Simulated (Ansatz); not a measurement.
## Work function of Cr(100): what the settings cost and change: slab, setting PBE, Ansatz PAW (420 eV)

Ansatz 0.2.0; plane-wave DFT, PBE, Ansatz PAW.

A work function rests on the faint tail of the density, so the SCF threshold is tight. PBE on the default files comes first; the next runs keep the geometry and change functional or files, each at the cutoff that its files recommend; a relaxation and, for heavy metals, spin-orbit coupling close the ladder.

The input, input.yaml:

```yaml
crystal:
  lattice:
    - [2.88, 0.0, 0.0]
    - [0.0, 2.88, 0.0]
    - [0.0, 0.0, 26.64]
  atoms:
    - { symbol: Cr, position: [0.0, 0.0, 0.3378378378], spin: 2.0 }
    - { symbol: Cr, position: [0.5, 0.5, 0.3918918919], spin: -2.0 }
    - { symbol: Cr, position: [0.0, 0.0, 0.4459459459], spin: 2.0 }
    - { symbol: Cr, position: [0.5, 0.5, 0.5], spin: -2.0 }
    - { symbol: Cr, position: [0.0, 0.0, 0.5540540541], spin: 2.0 }
    - { symbol: Cr, position: [0.5, 0.5, 0.6081081081], spin: -2.0 }
    - { symbol: Cr, position: [0.0, 0.0, 0.6621621622], spin: 2.0 }
magnetization:
  spin_polarized: true
kpoints:
  mp_grid: { grid: [14, 14, 1] }
hamiltonian:
  xc: pbe
scf:
  occupations: { method: fermi_dirac, width: 0.1 }
  convergence: { dr2_threshold: 1.0e-09 }
efield:
  axis: 3
  dipole_correction: true
  ramp_position: 0.97
  ramp_width: 0.06
output:
  write_potential: true
  write_density: true
  volumetric_format: npy
  elf: true
```

Command:

```sh
ansatz run input.yaml --threads 4 --pin off --max-ram 6144MiB --backend cpu --events-out ev --progress --plain --runs-dir out
```

**Question.** What does this run give for the work function, upper face; and electron's electrostatic potential energy less the Fermi level against z?

In the vacuum the potential turns flat, and its height over the Fermi level, 3.70 eV, is the work function of the face beside that plateau.

ELF in the ca plane at fractional y = 0.000, with atoms of Cr within 0.2 Å of it. It is the smooth field of the valence electrons, not physical close to the nuclei.

Valence density in the ca plane at fractional y = 0.000, with atoms of Cr within 0.2 Å of it.

This step gave:

- total moment: 4.025 μB
- site moments: 2.596, -1.517, 1.193, -1.191, 1.193, -1.517, 2.596 μB
- work function, upper face: 3.697 eV

Running mean over 1.44 Å of the planar mean; the ramp of the sawtooth is left out. Electron's electrostatic potential energy less the Fermi level against z:

```csv
z (Å),electron's electrostatic potential energy less the Fermi level (eV)
3.5,3.70
4.0,3.70
4.5,3.69
5.0,3.69
5.5,3.67
6.0,3.63
6.5,3.50
7.0,3.11
7.5,1.94
8.0,-1.38
8.5,-5.89
9.0,-8.97
9.5,-9.72
10.0,-9.86
10.5,-9.91
11.0,-9.92
11.5,-9.88
12.0,-9.84
12.5,-9.82
13.0,-9.82
13.5,-9.82
14.0,-9.82
14.5,-9.83
15.0,-9.86
15.5,-9.91
16.0,-9.92
16.5,-9.88
17.0,-9.78
17.5,-9.34
18.0,-7.00
18.5,-2.64
19.0,1.26
19.5,2.91
20.0,3.43
20.5,3.61
21.0,3.67
21.5,3.69
22.0,3.69
22.5,3.70
23.0,3.70
23.5,3.70
```

Site moment by atom:

```csv
atom,site moment (μB)
Cr1,2.60
Cr2,-1.52
Cr3,1.19
Cr4,-1.19
Cr5,1.19
Cr6,-1.52
Cr7,2.60
```

Spin density in the ca plane at fractional y = 0.000, with atoms of Cr within 0.2 Å of it.

Ten even steps from '0' (0.0 e/Å³) to '9' (3.2 e/Å³), each cell a mean:
```
00000266200001331000013310000276200000000000
00000111100000000000000000000111000000000000
00000000000000000000000000000000000000000000
00000000000000000000000000000000000000000000
00000000000000000000000000000000000000000000
00000000000000000000000000000000000000000000
00000144100000110000001100000143100000000000
00000299300001441000014410000399200000000000
```
Columns run along c (16.0 Å, from fractional 0.25 to 0.85 of the cell), rows up along a (2.9 Å). Atoms in or near the plane, at fractional coordinates: Cr at (0.34, 0.00), Cr at (0.45, 0.00), Cr at (0.55, 0.00), Cr at (0.66, 0.00).

Ten even steps from '0' (0.00) to '9' (0.92), each cell a mean:
```
01101699623315995133169951332699610110000000
01111354324422442244224422442355311110000000
11221112244442112444421124444211122211000000
11233333454454334544543345445433333211000000
11222222344443223444432234444322222211000000
11111222234432222344322223443222211111000000
01111577424314774144247741342577511110000000
01002799623216996133169961232799710010000000
```
Columns run along c (16.0 Å, from fractional 0.25 to 0.85 of the cell), rows up along a (2.9 Å). Atoms in or near the plane, at fractional coordinates: Cr at (0.34, 0.00), Cr at (0.45, 0.00), Cr at (0.55, 0.00), Cr at (0.66, 0.00).

Ten steps, logarithmic in the rise over the least value, from '0' (0 e/Å³) to '9' (18 e/Å³), each cell a mean:
```
00002699632236996322369963123799620000000000
00001466422224664222246642222466310000000000
00001122222122222222222222122222100000000000
00000111221122222212222222112211100000000000
00000112221122222222222222122221100000000000
00001244322223443222234432222344210000000000
00002588522225885222258752222687510000000000
00002799732137997322379973123799720000000000
```
Columns run along c (16.0 Å, from fractional 0.25 to 0.85 of the cell), rows up along a (2.9 Å). Atoms in or near the plane, at fractional coordinates: Cr at (0.34, 0.00), Cr at (0.45, 0.00), Cr at (0.55, 0.00), Cr at (0.66, 0.00).

[Logs are printed without paths, hosts, clocks, repeated set-up lines and the standing remarks that a program may print on its own settings, such as how far it seeks lower states.]

[Hosts, paths, dates, database ids (printed as entryN), source tags and the programs' standing remarks are cut or masked in the printed files.]

[Maps of the electrostatic potential energy from Ansatz leave out the sawtooth potential of an applied field or a dipole correction, so their vacuum need not be flat; planar profiles and work functions include it.]
